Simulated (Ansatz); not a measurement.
# A frame of glassy nearly rigid 60TiO2-40SiO2 (mol %) from 1500 K (141 atoms) under strain: runs compared

How stiff is a frame of glassy nearly rigid 60TiO2-40SiO2 (mol %) from 1500 K (141 atoms)?

Computed with Ansatz 0.2.0: Kohn-Sham DFT, PBE, PAW (set soft_1), plane waves.

**1. The cell as built**

The cell holds 141 atoms: 28 Ti, 19 Si and 94 O. Its edges and angles: a = 12.901 Å, b = 12.901 Å, c = 12.901 Å, α = 90.0°, β = 90.0°, γ = 90.0°. 141 atoms (28 Ti, 19 Si, 94 O) placed at random at 2.96 g/cm³, melted at 4000 K for 10 ps at fixed volume with the Morse and Coulomb pair potential with partial charges (Pedone, Malavasi, Menziani, Cormack and Segre, J. Phys. Chem. B 110, 11780 (2006)). Snapshot at the end of a hold of 10 ps at 1500 K and zero pressure.

What the set-up can't give: The starting topology of bonds comes from the classical model, and needn't be the one that DFT or experiment would give. The Brillouin zone is sampled at Γ only.

**2. The reference run**

The reference is a single point at the end of the relaxation.

Every strained cell starts from the geometry of this run, and its atoms are relaxed with the cell held.

Its input, with most atom lines left out:

```yaml
crystal:
  lattice:
    - [12.74122, 0.07066, 0.23752]
    - [0.07066, 12.95311, -0.00742]
    - [0.23752, -0.00742, 12.90676]
  atoms:
    - { symbol: Ti, position: [0.51154, 0.93312, 0.81681] }
    - { symbol: Ti, position: [0.8105, 0.6849, 0.69608] }
    - { symbol: Ti, position: [0.49194, 0.12896, 0.10054] }
    - { symbol: Ti, position: [0.32506, 0.86074, 0.31693] }
    - { symbol: Ti, position: [0.68239, 0.27652, 0.9262] }
    - { symbol: Ti, position: [0.9175, 0.80716, 0.2821] }
    - { symbol: Ti, position: [0.48452, 0.87063, 0.08873] }
    [... atom lines 8 to 141 left out ...]
kpoints:
  mp_grid: { grid: [1, 1, 1] }
hamiltonian:
  xc: pbe
  pseudopotentials: { kind: paw, azcp: { folder: soft_1 } }
scf:
  occupations: { method: fermi_dirac, width: 0.129 }
output:
  forces: true
  stress: true
  populations: true
  dos:
    method: { smearing: { sigma: 0.08 } }
    de: 0.1
    projected: { site_lists: { O: [O], Si: [Si], Ti: [Ti] } }
  eigenvalues: true
  write_density: true
  write_potential: true
  volumetric_format: npy
  elf: true
```

```
free energy per atom   : -961.5550 eV/atom
r.m.s. force component : 0.00661 eV/Å
pressure               : 0.01278 GPa
```

Filled and empty levels are parted by 2.54 eV (at Γ alone); a semilocal functional tends to put such gaps too low. In a disordered cell it changes from sample to sample, and tail or defect levels can set it.

**3. The runs**

Each row is one run, on 4 threads of Arm Neoverse V1, shared host. The free energy is the program's total, comparable only between runs with the same functional, potentials and atoms.

| run | atoms | outcome | ionic steps, all passes | free energy (eV) | time | host memory (GiB) |
| --- | --- | --- | --- | --- | --- | --- |
| Single point at the start | 141 | converged | - | -135547.099 | 2.3 min | 3.4 |
| Cell and atoms relaxed | 141 | converged | 18 | -135579.259 | 18 min | 3.5 |
| Single point at the relaxed geometry | 141 | converged | - | -135579.259 | 2.2 min | 3.5 |
| Volume -3 % | 141 | converged | 8 | -135578.969 | 8.1 min | 3.4 |
| Volume +3 % | 141 | converged | 9 | -135578.991 | 9.2 min | 3.5 |
| Volume -6 % | 141 | cut at the time limit | 9 | -135578.122 | 9.6 min | 3.3 |

In some runs the program notes that the exchange-correlation potential is rough where the density is thin and the SCF threshold is loose for the stress.

**4. Pressure against volume**

Atoms are relaxed at each volume, in the scaled cell.

| volume change (%) | volume (Å³/atom) | energy change (meV/atom) | pressure (GPa) | largest move on relaxing (Å) | bonds | gap (eV) |
| --- | --- | --- | --- | --- | --- | --- |
| -3 | 14.648 | 2.06 | 1.43 | 0.17 | 196 | 2.59 |
| +0 | 15.102 | 0.00 | 0.01 | - | 196 | 2.54 |
| +3 | 15.555 | 1.90 | -1.29 | 0.14 | 195 | 2.51 |

**5. Findings**

The bulk modulus, from the slope of pressure against ln V over the three points nearest the relaxed volume, is 45.3 GPa. The count of bonds runs from 195 to 196 over the series, so at some points contacts cross the cutoffs. The gap goes from 2.59 eV at the smallest volume to 2.51 eV at the largest, -1.3 eV per unit of ln V by a straight line, on the run's k-points.

Caveats: The reference ran with fermi-dirac smearing of 0.129 eV, but 2 of the 2 strained cells with fixed occupations. Strains are finite and relaxations stop at the force tolerance of the input, which can leave moduli too stiff; they are those of a static cell at zero temperature. Volumes are changed with the cell's shape held, so in an anisotropic solid the modulus lies over the one under free hydrostatic load. The program notes that the SCF threshold of the relaxations is loose for the stress.

The DFT runs together took 49 min of wall time.

[Logs are printed without paths, hosts, clocks, repeated set-up lines and the standing remarks that a program may print on its own settings, such as how far it seeks lower states.]

[Hosts, paths, dates, database ids (printed as entryN), source tags and the programs' standing remarks are cut or masked in the printed files.]
